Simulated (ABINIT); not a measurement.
# Completion of the band sum in GW: BN (P6_3/mmc), part 2 of 2

Can a closure trick stand in for empty bands in GW on BN (P6_3/mmc)?

ABINIT 10.8.3; PBE and many-body steps on it, plane waves. Known limits of the many-body steps: short of the basis limit; coarse k mesh.

So far. Step 3 (Screening, 6×6×4 mesh, 115 bands, screening to 190.5 eV): Local fields lower ε∞ by 7 %. On a Γ-centred mesh this coarse the value itself is usually too large, while a short band sum pulls it down. Step 4 (115 bands): The gap on the mesh goes from 4.31 eV to 5.77 eV, a correction of +1.45 eV.

**6. 17 bands**

This step: G0W0 on PBE, plane waves, norm-conserving pseudopotentials.

The input, run.abi:

```
acell 3*1.0 Angstrom
rprim 
  2.503989999987 0.000000000003 0.000000000000
  -1.251994999996 2.168518950810 0.000000000000
  0.000000000000 0.000000000000 6.661200000000
ntypat 2
znucl 5 7
natom 4
typat 1 1 2 2
xred 
  0.333333333333 0.666666666667 0.250000000000
  0.666666666667 0.333333333333 0.750000000000
  0.333333333333 0.666666666667 0.750000000000
  0.666666666667 0.333333333333 0.250000000000
pp_dirpath "pseudos"
pseudos "B.upf, N.upf"
ecut 36
ngkpt 6 6 4
nshiftk 1
shiftk 0 0 0
kptopt 1
chksymbreak 0
istwfk *1
occopt 1
irdwfk 1
optdriver 4
nband 17
gwcalctyp 0
ecutsigx 36
symsigma 1
nkptgw 3
kptgw 
  0.3333333333 0.3333333333 0.5000000000
  0.5000000000 0.0000000000 0.0000000000
  0.0000000000 0.0000000000 0.0000000000
bdgw 
  7 10
  7 10
  7 10
ecuteps 7
irdscr 1
ppmodel 1
indata_prefix "in"
outdata_prefix "out"
tmpdata_prefix "tmp"
```

Launch:

```console
OMP_NUM_THREADS=1 mpirun -n 8 abinit run.abi > log
```

What it wrote:

```text
.Version 10.8.3 of ABINIT. v10.8.2 released Aug 2026.

 Symmetries : space group P6_3/m m c (#194); Bravais hP (primitive hexag.)
[... echo of the input left out ...]
== DATASET  1 ==================================================================
-   mpi_nproc: 8, omp_nthreads: 1 (-1 if OMP is not activated)

--- !DatasetInfo
iteration_state: {dtset: 1, }
dimensions: {natom: 4, nkpt: 21, mband: 17, nsppol: 1, nspinor: 1, nspden: 1, mpw: 2542, }
cutoff_energies: {ecut:  36.0, pawecutdg:  -1.0, }
electrons: {nelect:   1.60000000E+01, charge:   0.00000000E+00, occopt:   1.00000000E+00, tsmear:   1.00000000E-02, }

 SIGMA: Calculation of the GW corrections

 Based on a program developped by R.W. Godby, V. Olevano, G. Onida, and L. Reining.
 Incorporated in ABINIT by V. Olevano, G.-M. Rignanese, and M. Torrent.
.Using double precision arithmetic ; gwpc =  8

[... cell and pseudopotentials left out ...]
--------------------------------------------------------------------------------

 ==== K-mesh for the wavefunctions ====
 Number of points in the irreducible wedge :    21
[... list of points left out ...]
 Together with 24 symmetry operations and time-reversal symmetry
 yields   144 points in the full Brillouin Zone.

 ==== Q-mesh for screening function ====
 Number of points in the irreducible wedge :    21
[... list of points left out ...]
 Together with 24 symmetry operations and time-reversal symmetry
 yields   144 points in the full Brillouin Zone.

 vcoul_init : cutoff-mode = AUXILIARY_FUNCTION
 q-points for optical limit:   1
     1)      0.000010    0.000020    0.000030
 setmesh: FFT mesh size selected  =    24x   24x   72
          total number of points  =        41472

 Number of electrons calculated from density =   16.0000; Expected =   16.0000
[...]
number of plane-waves for wavefunctions          2481
 number of bands                                    17
 number of q-points in IBZ                          21
 number of frequencies                               2
 number of real frequencies                          1
 number of imag frequencies                          1

 matrix elements of self-energy operator (all in [eV])

 Perturbative Calculation

--- !SelfEnergy_ee
iteration_state: {dtset: 1, }
kpoint     : [   0.333,    0.333,    0.500, ]
spin       : 1
KS_gap     :    4.670
QP_gap     :    6.431
Delta_QP_KS:    1.762
data: !SigmaeeData |
     Band     E0 <VxcDFT>   SigX SigC(E0)      Z dSigC/dE  Sig(E)    E-E0       E
        7   2.782 -16.630 -19.896   3.536   0.804  -0.243 -16.413   0.217   2.999
        8   2.782 -16.630 -19.896   3.536   0.804  -0.243 -16.413   0.217   2.999
        9   7.451 -10.920  -5.627  -2.926   0.836  -0.196  -8.941   1.979   9.430
[...]
--- !SelfEnergy_ee
iteration_state: {dtset: 1, }
kpoint     : [   0.500,    0.000,    0.000, ]
spin       : 1
KS_gap     :    4.750
QP_gap     :    6.433
Delta_QP_KS:    1.683
data: !SigmaeeData |
     Band     E0 <VxcDFT>   SigX SigC(E0)      Z dSigC/dE  Sig(E)    E-E0       E
[...]
--- !SelfEnergy_ee
iteration_state: {dtset: 1, }
kpoint     : [   0.000,    0.000,    0.000, ]
spin       : 1
KS_gap     :    6.581
QP_gap     :    7.750
Delta_QP_KS:    1.169
data: !SigmaeeData |
     Band     E0 <VxcDFT>   SigX SigC(E0)      Z dSigC/dE  Sig(E)    E-E0       E
[...]
9   8.056  -8.607  -4.485  -2.779   0.861  -0.162  -7.450   1.157   9.213
       10  13.045 -13.671  -7.109  -3.399   0.802  -0.247 -11.135   2.536  15.581

== END DATASET(S) ==============================================================
================================================================================

 -outvars: echo values of variables after computation  --------
           etotal      0.0000000000E+00
            nband          17
             nkpt          21
          spgroup         194
 [... the other variables as echoed above ...]

 Calculation completed.
```

Wall time 6.1 s (8 MPI ranks of Arm Neoverse V1, shared host); peak memory 1.4 GiB; 43 s of CPU time.

This step gave:

```
G0W0 gap on the mesh                         : 5.911 eV
starting gap on the mesh                     : 4.314 eV
k of the valence top                         : 0.3333, 0.3333, 0.5
k of the conduction bottom                   : 0.5, 0, 0
Z at the valence top                         : 0.804
Z at the conduction bottom                   : 0.845
least direct G0W0 gap on the computed points : 6.431 eV
```

Against G0W0 in ABINIT (6×6×4 mesh, 115 bands, screening to 190.5 eV, Godby-Needs plasmon pole), the gap moves by +0.144 eV.

**7. Screening, 6×6×4 mesh, 17 bands, screening to 190.5 eV**

This step: RPA screening on PBE, plane waves, norm-conserving pseudopotentials.

Edit run.abi of step 6 so:

```diff
@@ -25,19 +25,10 @@
 irdwfk 1
-optdriver 4
+optdriver 3
 nband 17
-gwcalctyp 0
-ecutsigx 36
-symsigma 1
-nkptgw 3
-kptgw 
-  0.3333333333 0.3333333333 0.5000000000
-  0.5000000000 0.0000000000 0.0000000000
-  0.0000000000 0.0000000000 0.0000000000
-bdgw 
-  7 10
-  7 10
-  7 10
 ecuteps 7
-irdscr 1
-ppmodel 1
+inclvkb 2
+awtr 1
+symchi 1
+gwcomp 1
+gwencomp 1.5
 indata_prefix "in"
```

What it wrote:

```text
.Version 10.8.3 of ABINIT. v10.8.2 released Aug 2026.

 Symmetries : space group P6_3/m m c (#194); Bravais hP (primitive hexag.)
[... echo of the input left out ...]
== DATASET  1 ==================================================================
-   mpi_nproc: 8, omp_nthreads: 1 (-1 if OMP is not activated)

--- !DatasetInfo
iteration_state: {dtset: 1, }
dimensions: {natom: 4, nkpt: 21, mband: 17, nsppol: 1, nspinor: 1, nspden: 1, mpw: 2542, }
cutoff_energies: {ecut:  36.0, pawecutdg:  -1.0, }
[...]
--------------------------------------------------------------------------------
[... chi0 elements left out ...]
 For q-point:  0.000010 0.000020 0.000030
  dielectric constant =   4.1770
  dielectric constant without local fields =   4.4005

  Average fulfillment of the sum rule on Im[epsilon] for q-point    1 :    119.37  [%]
[... wings left out ...]
  q-point number  2        q = ( 0.166667, 0.000000, 0.000000) [r.l.u.]
--------------------------------------------------------------------------------
[... chi0 elements left out ...]
  Average fulfillment of the sum rule on Im[epsilon] for q-point    2 :    119.63  [%]

 [... 19 further q-points ...]
```

Wall time 29 s (8 MPI ranks); peak memory 0.91 GiB; 3.5 min of CPU time.

Numbers from this step:

| Property | Result |
| --- | --- |
| ε∞ with local fields, on this mesh | 4.177 |
| ε∞ without local fields, on this mesh | 4.401 |
| plasma frequency | 24.70 eV |
| plane waves in the screening matrix | 213 |

**8. 17 bands, completed**

This step: G0W0 on PBE, plane waves, norm-conserving pseudopotentials.

Edit run.abi of step 7 so:

```diff
@@ -25,8 +25,19 @@
 irdwfk 1
-optdriver 3
+optdriver 4
 nband 17
+gwcalctyp 0
+ecutsigx 36
+symsigma 1
+nkptgw 3
+kptgw 
+  0.3333333333 0.3333333333 0.5000000000
+  0.5000000000 0.0000000000 0.0000000000
+  0.0000000000 0.0000000000 0.0000000000
+bdgw 
+  7 10
+  7 10
+  7 10
 ecuteps 7
-inclvkb 2
-awtr 1
-symchi 1
+irdscr 1
+ppmodel 1
 gwcomp 1
```

What it wrote:

```text
.Version 10.8.3 of ABINIT. v10.8.2 released Aug 2026.

 Symmetries : space group P6_3/m m c (#194); Bravais hP (primitive hexag.)
[... echo of the input left out ...]
== DATASET  1 ==================================================================
-   mpi_nproc: 8, omp_nthreads: 1 (-1 if OMP is not activated)

--- !DatasetInfo
iteration_state: {dtset: 1, }
dimensions: {natom: 4, nkpt: 21, mband: 17, nsppol: 1, nspinor: 1, nspden: 1, mpw: 2542, }
cutoff_energies: {ecut:  36.0, pawecutdg:  -1.0, }
[...]
Band     E0 <VxcDFT>   SigX SigC(E0)      Z dSigC/dE  Sig(E)    E-E0       E
[...]
9   8.056  -8.607  -4.485  -3.550   0.867  -0.154  -8.111   0.496   8.553
       10  13.045 -13.671  -7.109  -4.962   0.824  -0.213 -12.352   1.319  14.364

== END DATASET(S) ==============================================================
================================================================================

 -outvars: echo values of variables after computation  --------
           etotal      0.0000000000E+00
            nband          17
             nkpt          21
          spgroup         194
 [... the other variables as echoed above ...]

 Calculation completed.
```

Elapsed: 6.6 s, on 8 MPI ranks; peak memory 1.4 GiB; 46 s of CPU time.

Numbers from this step:

- G0W0 gap on the mesh: 6.315 eV
- starting gap on the mesh: 4.314 eV
- k of the valence top: 0.3333, 0.3333, 0.5
- k of the conduction bottom: 0.5, 0, 0
- least direct G0W0 gap on the computed points: 6.782 eV

Against G0W0 in ABINIT (6×6×4 mesh, 115 bands, screening to 190.5 eV, Godby-Needs plasmon pole), the gap moves by +0.548 eV.

**9. Screening, 6×6×4 mesh, 46 bands, screening to 190.5 eV**

This step: RPA screening on PBE, plane waves, norm-conserving pseudopotentials.

Edit run.abi of step 8 so:

```diff
@@ -25,21 +25,8 @@
 irdwfk 1
-optdriver 4
-nband 17
-gwcalctyp 0
-ecutsigx 36
-symsigma 1
-nkptgw 3
-kptgw 
-  0.3333333333 0.3333333333 0.5000000000
-  0.5000000000 0.0000000000 0.0000000000
-  0.0000000000 0.0000000000 0.0000000000
-bdgw 
-  7 10
-  7 10
-  7 10
+optdriver 3
+nband 46
 ecuteps 7
-irdscr 1
-ppmodel 1
-gwcomp 1
-gwencomp 1.5
+inclvkb 2
+awtr 1
+symchi 1
 indata_prefix "in"
```

What it wrote:

```text
.Version 10.8.3 of ABINIT. v10.8.2 released Aug 2026.

 Symmetries : space group P6_3/m m c (#194); Bravais hP (primitive hexag.)
[... echo of the input left out ...]
== DATASET  1 ==================================================================
-   mpi_nproc: 8, omp_nthreads: 1 (-1 if OMP is not activated)

--- !DatasetInfo
iteration_state: {dtset: 1, }
dimensions: {natom: 4, nkpt: 21, mband: 46, nsppol: 1, nspinor: 1, nspden: 1, mpw: 2542, }
cutoff_energies: {ecut:  36.0, pawecutdg:  -1.0, }
[...]
--------------------------------------------------------------------------------
[... chi0 elements left out ...]
 For q-point:  0.000010 0.000020 0.000030
  dielectric constant =   4.2182
  dielectric constant without local fields =   4.5412

  Average fulfillment of the sum rule on Im[epsilon] for q-point    1 :     64.62  [%]
[... wings left out ...]
  q-point number  2        q = ( 0.166667, 0.000000, 0.000000) [r.l.u.]
--------------------------------------------------------------------------------
[... chi0 elements left out ...]
  Average fulfillment of the sum rule on Im[epsilon] for q-point    2 :     78.38  [%]

 [... 19 further q-points ...]
```

The job ended after 32 s (8 MPI ranks; peak memory 1 GiB; 3.9 min of CPU time).

Numbers from this step:

```
ε∞ with local fields, on this mesh    : 4.218
ε∞ without local fields, on this mesh : 4.541
plasma frequency                      : 24.70 eV
plane waves in the screening matrix   : 213
```

**10. 46 bands**

This step: G0W0 on PBE, plane waves, norm-conserving pseudopotentials.

Edit run.abi of step 9 so:

```diff
@@ -25,8 +25,19 @@
 irdwfk 1
-optdriver 3
+optdriver 4
 nband 46
+gwcalctyp 0
+ecutsigx 36
+symsigma 1
+nkptgw 3
+kptgw 
+  0.3333333333 0.3333333333 0.5000000000
+  0.5000000000 0.0000000000 0.0000000000
+  0.0000000000 0.0000000000 0.0000000000
+bdgw 
+  7 10
+  7 10
+  7 10
 ecuteps 7
-inclvkb 2
-awtr 1
-symchi 1
+irdscr 1
+ppmodel 1
 indata_prefix "in"
```

What it wrote:

```text
.Version 10.8.3 of ABINIT. v10.8.2 released Aug 2026.

 Symmetries : space group P6_3/m m c (#194); Bravais hP (primitive hexag.)
[... echo of the input left out ...]
== DATASET  1 ==================================================================
-   mpi_nproc: 8, omp_nthreads: 1 (-1 if OMP is not activated)

--- !DatasetInfo
iteration_state: {dtset: 1, }
dimensions: {natom: 4, nkpt: 21, mband: 46, nsppol: 1, nspinor: 1, nspden: 1, mpw: 2542, }
cutoff_energies: {ecut:  36.0, pawecutdg:  -1.0, }
[...]
Band     E0 <VxcDFT>   SigX SigC(E0)      Z dSigC/dE  Sig(E)    E-E0       E
[...]
9   8.056  -8.607  -4.485  -3.538   0.855  -0.169  -8.107   0.500   8.557
       10  13.045 -13.671  -7.109  -4.406   0.806  -0.240 -11.932   1.739  14.784

== END DATASET(S) ==============================================================
================================================================================

 -outvars: echo values of variables after computation  --------
           etotal      0.0000000000E+00
            nband          46
             nkpt          21
          spgroup         194
 [... the other variables as echoed above ...]

 Calculation completed.
```

Wall time 9.3 s (8 MPI ranks); peak memory 1.4 GiB.

Numbers from this step:

- G0W0 gap on the mesh: 5.675 eV
- starting gap on the mesh: 4.314 eV
- k of the valence top: 0.3333, 0.3333, 0.5
- k of the conduction bottom: 0.5, 0, 0
- least direct G0W0 gap on the computed points: 6.175 eV

Against G0W0 in ABINIT (6×6×4 mesh, 115 bands, screening to 190.5 eV, Godby-Needs plasmon pole), the gap moves by −0.092 eV.

**11. Screening, 6×6×4 mesh, 46 bands, screening to 190.5 eV**

This step: RPA screening on PBE, plane waves, norm-conserving pseudopotentials.

Edit run.abi of step 10 so:

```diff
@@ -25,19 +25,10 @@
 irdwfk 1
-optdriver 4
+optdriver 3
 nband 46
-gwcalctyp 0
-ecutsigx 36
-symsigma 1
-nkptgw 3
-kptgw 
-  0.3333333333 0.3333333333 0.5000000000
-  0.5000000000 0.0000000000 0.0000000000
-  0.0000000000 0.0000000000 0.0000000000
-bdgw 
-  7 10
-  7 10
-  7 10
 ecuteps 7
-irdscr 1
-ppmodel 1
+inclvkb 2
+awtr 1
+symchi 1
+gwcomp 1
+gwencomp 1.5
 indata_prefix "in"
```

What it wrote:

```text
.Version 10.8.3 of ABINIT. v10.8.2 released Aug 2026.

 Symmetries : space group P6_3/m m c (#194); Bravais hP (primitive hexag.)
[... echo of the input left out ...]
== DATASET  1 ==================================================================
-   mpi_nproc: 8, omp_nthreads: 1 (-1 if OMP is not activated)

--- !DatasetInfo
iteration_state: {dtset: 1, }
dimensions: {natom: 4, nkpt: 21, mband: 46, nsppol: 1, nspinor: 1, nspden: 1, mpw: 2542, }
cutoff_energies: {ecut:  36.0, pawecutdg:  -1.0, }
[...]
--------------------------------------------------------------------------------
[... chi0 elements left out ...]
 For q-point:  0.000010 0.000020 0.000030
  dielectric constant =   4.2294
  dielectric constant without local fields =   4.5412

  Average fulfillment of the sum rule on Im[epsilon] for q-point    1 :    101.29  [%]
[... wings left out ...]
  q-point number  2        q = ( 0.166667, 0.000000, 0.000000) [r.l.u.]
--------------------------------------------------------------------------------
[... chi0 elements left out ...]
  Average fulfillment of the sum rule on Im[epsilon] for q-point    2 :    101.48  [%]

 [... 19 further q-points ...]
```

It took 58 s on 8 MPI ranks; peak memory 1 GiB.

Read from the output:

```
ε∞ with local fields, on this mesh    : 4.229
ε∞ without local fields, on this mesh : 4.541
plasma frequency                      : 24.70 eV
plane waves in the screening matrix   : 213
```

**12. 46 bands, completed**

This step: G0W0 on PBE, plane waves, norm-conserving pseudopotentials.

Edit run.abi of step 11 so:

```diff
@@ -25,8 +25,19 @@
 irdwfk 1
-optdriver 3
+optdriver 4
 nband 46
+gwcalctyp 0
+ecutsigx 36
+symsigma 1
+nkptgw 3
+kptgw 
+  0.3333333333 0.3333333333 0.5000000000
+  0.5000000000 0.0000000000 0.0000000000
+  0.0000000000 0.0000000000 0.0000000000
+bdgw 
+  7 10
+  7 10
+  7 10
 ecuteps 7
-inclvkb 2
-awtr 1
-symchi 1
+irdscr 1
+ppmodel 1
 gwcomp 1
```

What it wrote:

```text
.Version 10.8.3 of ABINIT. v10.8.2 released Aug 2026.

 Symmetries : space group P6_3/m m c (#194); Bravais hP (primitive hexag.)
[... echo of the input left out ...]
== DATASET  1 ==================================================================
-   mpi_nproc: 8, omp_nthreads: 1 (-1 if OMP is not activated)

--- !DatasetInfo
iteration_state: {dtset: 1, }
dimensions: {natom: 4, nkpt: 21, mband: 46, nsppol: 1, nspinor: 1, nspden: 1, mpw: 2542, }
cutoff_energies: {ecut:  36.0, pawecutdg:  -1.0, }
[...]
Band     E0 <VxcDFT>   SigX SigC(E0)      Z dSigC/dE  Sig(E)    E-E0       E
[...]
9   8.056  -8.607  -4.485  -3.863   0.854  -0.170  -8.385   0.222   8.279
       10  13.045 -13.671  -7.109  -5.200   0.802  -0.248 -12.579   1.092  14.137

== END DATASET(S) ==============================================================
================================================================================

 -outvars: echo values of variables after computation  --------
           etotal      0.0000000000E+00
            nband          46
             nkpt          21
          spgroup         194
 [... the other variables as echoed above ...]

 Calculation completed.
```

It took 9.9 s on 8 MPI ranks; peak memory 1.4 GiB; 70 s of CPU time.

Numbers from this step:

| Item | Value |
| --- | --- |
| G0W0 gap on the mesh | 5.913 eV |
| starting gap on the mesh | 4.314 eV |
| k of the valence top | 0.3333, 0.3333, 0.5 |
| k of the conduction bottom | 0.5, 0, 0 |
| least direct G0W0 gap on the computed points | 6.382 eV |

Against G0W0 in ABINIT (6×6×4 mesh, 115 bands, screening to 190.5 eV, Godby-Needs plasmon pole), the gap moves by +0.146 eV.

**13. The runs together**

Times are wall times on 8 MPI ranks of Arm Neoverse V1, shared host, good to a factor of about two. A run's time includes the screening step that it read.

```csv
run,mesh,bands,screening cutoff (eV),DFT gap (eV),gap on the mesh (eV),direct (eV),ε∞ used,time
115 bands,6×6×4,115,190.5,4.314,5.767,6.243,4.22,2.5 min
17 bands,6×6×4,17,190.5,4.314,5.911,6.431,4.15,19 s
"17 bands, completed",6×6×4,17,190.5,4.314,6.315,6.782,4.18,35 s
46 bands,6×6×4,46,190.5,4.314,5.675,6.175,4.22,41 s
"46 bands, completed",6×6×4,46,190.5,4.314,5.913,6.382,4.23,68 s
```

**14. Summary of results**

| Item | Value |
| --- | --- |
| 115 bands | 5.767 eV |
| 17 bands | 5.911 eV |
| 17 bands, completed | 6.315 eV |
| 46 bands | 5.675 eV |
| 46 bands, completed | 5.913 eV |

**Reading.** 17 bands: +0.144 eV against 115 bands. 17 bands, completed: +0.548 eV against 115 bands. 46 bands: −0.092 eV against 115 bands. 46 bands, completed: +0.146 eV against 115 bands. The row with most bands is itself short of the limit, so it is no exact reference, and agreement of a truncated run with it can be a cancellation between the edges. The 6×6×4 mesh is coarse for this cell, which bears on the long-range parts of exchange and screening.

[Long decimals in the printed logs are rounded to 6 places.]

[Logs are printed without paths, hosts, clocks, repeated set-up lines and the standing remarks that a program may print on its own settings, such as how far it seeks lower states.]

[Paths, hosts, dates, memory and timing lines, banners, echoed tables and standing remarks are left out of the program output; an Ansatz launch command may be rebuilt from the run's recorded settings. Measured values are a selection of at most five: reports struck by readers or far from the other reports are left out. None is set beside runs whose start may be inverted or whose files or cutoffs have a known fault.]

[Runs of the session that timed out or met a known fault of the program may be left out.]

[Hosts, paths, dates, database ids (printed as entryN), source tags and the programs' standing remarks are cut or masked in the printed files.]

[G0W0 gaps are taken among the corrected bands and points alone; a level outside them can change the order at an edge.]

[Where Ansatz stands beside ABINIT at settings called matched, ABINIT's density can come from a denser mesh and the files from another edition; pairs whose starting gaps differed by over 0.03 eV were left out, so agreement reads better than it is.]
